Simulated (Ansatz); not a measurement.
# LaZn3P3 (P6_3/mmc): converging the G0W0 gap, part 2 of 2

Aim: see how the G0W0 gap of LaZn3P3 (P6_3/mmc) on r2SCAN moves with empty bands and screening cutoff, and what each rung costs.

Ansatz 0.2.0; G0W0 on r2SCAN, plane waves, PAW; PAW set soft_1. Known limits of the many-body steps: not at the basis limit; f levels unsure; no spin-orbit coupling; coarse k mesh.

So far. Step 2 (177 empty bands, screening to 42 eV): The gap on the mesh goes from 0.38 eV to 0.59 eV, a correction of +0.21 eV. Between the two edge states, bare exchange in place of the xc potential would open the gap by 5.26 eV, and correlation takes back 5.05 eV. Step 3 (500 empty bands, screening to 84 eV): Against the run with 6×6×2 mesh, 177 empty bands, screening to 42 eV, PAW set soft_1 files, the gap moves by +0.017 eV.

## 4. 1077 empty bands, screening to 140 eV

input.yaml reads:

```yaml
crystal:
  lattice:
    - [4.049012186, 0.0, 0.0]
    - [-2.024506093, 3.5065474133, 0.0]
    - [0.0, 0.0, 20.18381147]
  atoms:
    - { symbol: La, position: [0.0, 0.0, 0.5] }
    - { symbol: La, position: [0.0, 0.0, 0.0] }
    - { symbol: Zn, position: [0.66666667, 0.33333333, 0.25] }
    - { symbol: Zn, position: [0.33333333, 0.66666667, 0.75] }
    - { symbol: Zn, position: [0.66666667, 0.33333333, 0.63115875] }
    - { symbol: Zn, position: [0.33333333, 0.66666667, 0.36884125] }
    - { symbol: Zn, position: [0.33333333, 0.66666667, 0.13115875] }
    - { symbol: Zn, position: [0.66666667, 0.33333333, 0.86884125] }
    - { symbol: P, position: [0.66666667, 0.33333333, 0.08963959] }
    - { symbol: P, position: [0.33333333, 0.66666667, 0.91036041] }
    - { symbol: P, position: [0.33333333, 0.66666667, 0.58963959] }
    - { symbol: P, position: [0.66666667, 0.33333333, 0.41036041] }
    - { symbol: P, position: [0.66666667, 0.33333333, 0.75] }
    - { symbol: P, position: [0.33333333, 0.66666667, 0.25] }
kpoints:
  mp_grid: { grid: [6, 6, 2] }
hamiltonian:
  xc: r2scan
  pseudopotentials: { kind: paw, azcp: { folder: soft_1 } }
scf:
  occupations: { method: fixed }
gw:
  n_empty_bands: 1077
  ecut_chi: 140.0
  qp_bands: [v4, c4]
  qp_kpoints: band_edges
  screening: { model: contour_deformation }
```

Launch:

```bash
ansatz run input.yaml --threads 3 --pin off --max-ram 92160MiB --backend cuda --events-out ev --progress --plain --runs-dir out --devices 1 --max-vram 13GiB
```

Numbers of over 12 decimals in the logs are rounded to 6 here.

Log:

```text
GPUs: using 1 of 1 available (devices: 1).
[...]
GPU FFT provider: cuFFT
GPU libraries: cuBLAS 13.8.2, cuFFT 12.4.0, cuSOLVER 12.3.4
Crystal: 14 atoms, lattice volume = 286.571 Å³
Basis set: ecut = 500 eV, 7303 PW (Γ), exchange–correlation on 120×120×600 points (64 copies of the dense FFT grid, shifted against one another)
Bands: 76, of which v1, the nominal top of the filled ones, is band 62 counted from 1 (61 counted from 0)
[...]
0    66     10.4189    -8.6227    -4.1918   -12.8331  0.7662    10.4375    10.4375  root
[...]
11    63      9.8165    -9.9483    -4.3314   -14.5583  0.7604    10.0965    10.0951  root
    11    64      9.8165    -9.9483    -4.3314   -14.5583  0.7604    10.0965    10.0951  root
    11    65     10.5698   -13.0079    -6.5073   -20.7967  0.7161    11.9176    11.8512  root
    11    66     10.5698   -13.0079    -6.5073   -20.7967  0.7161    11.9176    11.8512  root
[key lines of the parts left out:]
SCF converged after 13 iterations
Free energy (F): -37049.321025 eV
Fermi energy:    8.663675 eV
```

Run time: 4.1 min. Hardware: 1 × NVIDIA H100 80GB HBM3 (shared by 6 runs) with 3 threads of AMD EPYC 7R13 (Zen 3), shared host; peak memory 7.1 GiB; 7.2 min of CPU time.

This step gave:

```
bands summed                                 : 1139
RPA ε∞ on this mesh (eigenvalues)            : 11.02, 12.73, 12.73
plane waves in the screening matrix          : 1047
G0W0 gap on the mesh                         : 0.6390 eV
k of the valence top                         : 0, 0, 0
k of the conduction bottom                   : 0, -0.5, 0
starting gap on the mesh                     : 0.3793 eV
least direct G0W0 gap on the computed points : 1.759 eV
```

Against the run with 6×6×2 mesh, 500 empty bands, screening to 84 eV, PAW set soft_1 files, the gap moves by +0.03 eV.

## 5. Changing the k mesh: 6×6×1 mesh, 500 empty bands, screening to 84 eV, PAW set soft_1 files

Only the mesh changes. It samples the long-range screening, which converges on its own terms. Bands and cutoff differ from the step before, so it is read against an earlier run that matches them.

Changes to input.yaml since step 4:

```diff
@@ -21,3 +21,3 @@
 kpoints:
-  mp_grid: { grid: [6, 6, 2] }
+  mp_grid: { grid: [6, 6, 1] }
 hamiltonian:
@@ -28,4 +28,4 @@
 gw:
-  n_empty_bands: 1077
-  ecut_chi: 140.0
+  n_empty_bands: 500
+  ecut_chi: 84
   qp_bands: [v4, c4]
```

Log:

```text
GPUs: using 1 of 1 available (devices: 1).
[...]
GPU FFT provider: cuFFT
GPU libraries: cuBLAS 13.8.2, cuFFT 12.4.0, cuSOLVER 12.3.4
Crystal: 14 atoms, lattice volume = 286.571 Å³
Basis set: ecut = 500 eV, 7303 PW (Γ), exchange–correlation on 120×120×600 points (64 copies of the dense FFT grid, shifted against one another)
Bands: 76, of which v1, the nominal top of the filled ones, is band 62 counted from 1 (61 counted from 0)
[...]
0    66     10.4185    -8.6268    -4.0323   -12.8339  0.7670    10.5938    10.5933  root
[...]
5    63      9.7016    -9.4110    -4.1177   -13.8579  0.7656    10.0327    10.0308  root
     5    64      9.9530   -10.5932    -4.4079   -15.5606  0.7544    10.5191    10.5125  root
     5    65     10.5356   -13.0694    -6.3621   -20.9207  0.7190    12.1049    12.0248  root
     5    66     10.5925   -12.6971    -6.0582   -20.0918  0.7244    12.0138    11.9290  root
[key lines of the parts left out:]
SCF converged after 13 iterations
Free energy (F): -37049.315078 eV
Fermi energy:    8.665341 eV
```

The job ended after 46 s (1 × NVIDIA H100 80GB HBM3 (shared by 6 runs) with 3 threads; peak memory 2.5 GiB; 62 s of CPU time).

This step gave:

* bands summed: 562
* RPA ε∞ on this mesh (eigenvalues): 11.53, 12.71, 12.71
* plane waves in the screening matrix: 445
* G0W0 gap on the mesh: 0.6031 eV
* k of the valence top: 0, 0, 0
* k of the conduction bottom: 0, -0.5, 0
* starting gap on the mesh: 0.3771 eV
* least direct G0W0 gap on the computed points: 1.709 eV

Against the run with 6×6×2 mesh, 500 empty bands, screening to 84 eV, PAW set soft_1 files, the gap moves by −0.002 eV.

## 6. Changing the frequency model: 6×6×2 mesh, 1077 empty bands, screening to 140 eV, plasmon pole, PAW set soft_1 files

A plasmon pole stands in for the full frequency dependence of the screening; this run shows what that costs in accuracy. Bands and cutoff differ from the step before, so it is read against an earlier run that matches them.

Changes to input.yaml since step 5:

```diff
@@ -21,3 +21,3 @@
 kpoints:
-  mp_grid: { grid: [6, 6, 1] }
+  mp_grid: { grid: [6, 6, 2] }
 hamiltonian:
@@ -28,6 +28,6 @@
 gw:
-  n_empty_bands: 500
-  ecut_chi: 84
+  n_empty_bands: 1077
+  ecut_chi: 140.0
   qp_bands: [v4, c4]
   qp_kpoints: band_edges
-  screening: { model: contour_deformation }
+  screening: { model: godby_needs }
```

Log:

```text
GPUs: using 1 of 1 available (devices: 1).
[...]
GPU FFT provider: cuFFT
GPU libraries: cuBLAS 13.8.2, cuFFT 12.4.0, cuSOLVER 12.3.4
Crystal: 14 atoms, lattice volume = 286.571 Å³
Basis set: ecut = 500 eV, 7303 PW (Γ), exchange–correlation on 120×120×600 points (64 copies of the dense FFT grid, shifted against one another)
Bands: 76, of which v1, the nominal top of the filled ones, is band 62 counted from 1 (61 counted from 0)
[...]
0    66     10.4189    -8.6227    -4.1868   -12.8331  0.7938    10.4425    10.4425  root
[...]
11    63      9.8165    -9.9483    -4.3364   -14.5583  0.7895    10.0906    10.0901  root
    11    64      9.8165    -9.9483    -4.3364   -14.5583  0.7895    10.0906    10.0901  root
    11    65     10.5698   -13.0079    -6.3865   -20.7967  0.7698    11.9903    11.9721  root
    11    66     10.5698   -13.0079    -6.3865   -20.7967  0.7698    11.9903    11.9721  root
[key lines of the parts left out:]
SCF converged after 13 iterations
Free energy (F): -37049.321025 eV
Fermi energy:    8.663675 eV
```

Run time: 7 min. Hardware: 1 × NVIDIA H100 80GB HBM3 (shared by 6 runs) with 3 threads; peak memory 17 GiB.

Numbers from this step:

```
bands summed                                 : 1139
plasmon-pole fit frequency                   : 24.43 eV
RPA ε∞ on this mesh (eigenvalues)            : 11.02, 12.73, 12.73
plane waves in the screening matrix          : 1047
G0W0 gap on the mesh                         : 0.5925 eV
k of the valence top                         : 0, 0, 0
k of the conduction bottom                   : 0, -0.5, 0
starting gap on the mesh                     : 0.3793 eV
least direct G0W0 gap on the computed points : 1.723 eV
```

Against the run with 6×6×2 mesh, 1077 empty bands, screening to 140 eV, PAW set soft_1 files, the gap moves by −0.05 eV.

## 7. Side by side

Times are wall times on 1 × NVIDIA H100 80GB HBM3 (shared by 6 runs) with 3 threads of AMD EPYC 7R13 (Zen 3), shared host, good to a factor of about two.

```
 mesh           files            frequency  bands summed  cutoff (eV)  start (eV)  G0W0 (eV)     time  host memory (GiB)
6×6×2  PAW set soft_1  contour deformation           239           42       0.379      0.589     59 s                2.1
6×6×2  PAW set soft_1  contour deformation           562           84       0.379      0.606  2.1 min                3.4
6×6×2  PAW set soft_1  contour deformation          1139          140       0.379      0.639  4.1 min                7.1
6×6×1  PAW set soft_1  contour deformation           562           84       0.377      0.603     46 s                2.5
6×6×2  PAW set soft_1         plasmon pole          1139          140       0.379      0.592    7 min                 17
```

How the two edges are built up, in eV (the quasiparticle level is the starting level plus Σx plus Σc less Vxc):

```
       run               edge  start      Σx     Σc     Vxc     Z    QP
 239 bands        valence top   8.66  -19.92   1.93  -18.08  0.77  8.76
 239 bands  conduction bottom   9.04   -9.44  -3.13  -12.87  0.78  9.34
 562 bands        valence top   8.66  -19.92   1.66  -18.08  0.77  8.49
 562 bands  conduction bottom   9.04   -9.44  -3.38  -12.87  0.78  9.10
1139 bands        valence top   8.66  -19.92   1.51  -18.08  0.76  8.34
1139 bands  conduction bottom   9.04   -9.44  -3.49  -12.87  0.78  8.98
```

## 8. Results

* 239 bands, 42 eV: 0.589 eV
* 562 bands, 84 eV: 0.606 eV
* 1139 bands, 140 eV: 0.639 eV
* estimated limit in bands and cutoff: 0.67 eV
* mesh and start: 6×6×2, r2SCAN

**Reading.** A line in one over the bands through the two highest rungs gives 0.67 eV, +0.03 eV from the top rung; the pair below gives 0.62 eV, so the estimate is still climbing. The rungs stand 0.08 eV (239 bands), 0.07 eV (562 bands) and 0.03 eV (1139 bands) from it. From 239 to 1139 bands the gap moves by +0.05 eV while the time grows 4.2-fold. Σc changes by −0.41 eV at the valence top and −0.36 eV at the conduction bottom, so the levels themselves move more than the gap between them. On the 6×6×1 mesh in place of 6×6×2 the gap differs by −0.002 eV, of which −0.002 eV is already in the start. The plasmon-pole model gives −0.05 eV against contour deformation, 18 % of the correction, and saved no time in this program. Empty 4f levels lie among the conduction bands. Their place in the start is unsure; it enters the screening, and the edge itself where they lie low. The many-body steps are scalar-relativistic: spin-orbit coupling is not in them.

[Paths, hosts, dates, memory and timing lines, banners, echoed tables and standing remarks are left out of the program output.]

[Logs are printed without paths, hosts, clocks, repeated set-up lines and the standing remarks that a program may print on its own settings, such as how far it seeks lower states.]

[Runs of the session that timed out or met a known fault of the program may be left out.]

[Cells called generated may have been cut or substituted from an entry of the Crystallography Open Database or the Materials Project.]

[Hosts, paths, dates, database ids (printed as entryN), source tags and the programs' standing remarks are cut or masked in the printed files.]
